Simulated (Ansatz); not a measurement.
# Is the response still linear at 0.3 V/Å? antimonene 5 layers, AA'

The dipole of a slab grows in proportion to a weak field along its normal. Does the weak-field slope carry to a strong field?

Set-up. Ansatz 0.2.0, plane waves with PAW datasets (its set soft_2), PBE-D3(BJ); atoms held at their relaxed places, 18 Å of vacuum, dipole correction, cell area 14.32 Å², 12×12 k-points, smearing 0.02585 eV. Without field the slab has a gap of 0.39 eV.

```
  run  field (V/Å)  dipole (e·Å)
run 1        −0.10      −0.18847
run 2         0.00       0.00000
run 3         0.10       0.18847
run 4         0.30             ?
```

Q: Estimate the withheld value from the rows shown.

A least-squares line through the 3 rows shown has slope 1.884700 and intercept 0.000000; no row lies more than 0.00001 e·Å off it. A perfect conductor with that slope would be 180.95 × 1.88470 / 14.32 = 23.82 Å thick. At 0.30 it gives 1.884700 × 0.30 + 0.000000 = 0.56541 e·Å, beyond the rows fitted. Rounding and scatter of the rows alone allow about ±0.00001 e·Å there.

The run itself gives 0.58396 e·Å: a miss of +0.01855 e·Å. That is 3.3 % of the induced dipole, a departure from the straight line; meanwhile the gap has gone from 0.39 eV to 0.13 eV.

**Limits.** Ions are held, so this is the electronic response. Of the series that stay linear within 1 %, this collection keeps about one in seven, and it keeps all that bend. With a small gap or none the response hangs on mesh and smearing, which were not varied here. Spin-orbit coupling is left out, which changes the bands of elements this heavy.

[Logs are printed without paths, hosts, clocks, repeated set-up lines and the standing remarks that a program may print on its own settings, such as how far it seeks lower states.]
